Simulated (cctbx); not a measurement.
# Which space group?

Cell: a = 5.6450 Å, b = 5.3430 Å, c = 16.0015 Å, α = 90.00°, β = 110.63°, γ = 90.00°. Expected content of the cell: Cd8 Ga6 Fe2 O20.

The data are simulated with cctbx, not measured: Cu Kα, λ = 1.54184 Å, to d = 0.83 Å, 70 % of the full sphere, strongest reflection 70000 counts, noise from counting, a 1.5 % proportional error and a noise floor of 15 counts (s.d.); no absorption, some extinction.

A first pass over the reflections prints:

```text
2342 reflections to d = 0.830 A
centring   violations  <I/sigma> of those
    A        612 of  1156     10.0
    B        811 of  1176     14.0
    C        719 of  1160     12.6
    I        822 of  1184     17.3
    R       1089 of  1577     17.3
    F       1071 of  1746     12.2
Laue class    unique    Rint  (classes that these axes allow; Friedel mates merged)
P -1             1509   0.015
P 1 2/m 1         903   0.018
space group    extra absences  I>4sigma  <I/sigma>
P 1 2 1                 0          0         -  acentric
P 1 21 1                4          0       0.7  acentric
P 1 m 1                 0          0         -  acentric
P 1 c 1               130          0      -0.0  acentric
P 1 2/m 1               0          0         -  centric
P 1 21/m 1              4          0       0.7  centric
P 1 2/c 1             130          0      -0.0  centric
P 1 21/c 1            134          0       0.0  centric
Wilson B = 1.84 A^2   <|E^2-1|> = 1.096 (0.968 centric, 0.736 acentric)   E^2>4: 5.9 %
shell (A)         n   <I/sigma>
14.98 - 1.66    129     24.5
 1.66 - 1.32    106     35.2
 1.32 - 1.15    107     27.4
 1.15 - 1.05    118     26.1
 1.05 - 0.97    105     28.4
 0.97 - 0.91    120     20.1
 0.91 - 0.87    108     20.8
 0.87 - 0.83    110     19.1
```

**Question.** What are the lattice type, the Laue class and the likely space group?

Every centring test has many violations, so the lattice is primitive.

Rint stays low (0.015 to 0.018) up to P 1 2/m 1, the highest class in these axes.

8 settings pass the absence test. The most absences obeyed, 134, belong to P 1 21/c 1 alone.

⟨|E²−1|⟩ = 1.096 leans to a centrosymmetric structure. The Wilson B of 1.84 Å² means U ≈ 0.0233 Å².

The true group is P2_1/c (no. 14), Laue class 2/m, centrosymmetric. The tables fix it.

The model was made for the exercise: a known structure type with other elements put in, its volume estimated, not relaxed; displacement parameters are assumed.

[Logs are printed without paths, hosts, clocks, repeated set-up lines and the standing remarks that a program may print on its own settings, such as how far it seeks lower states.]
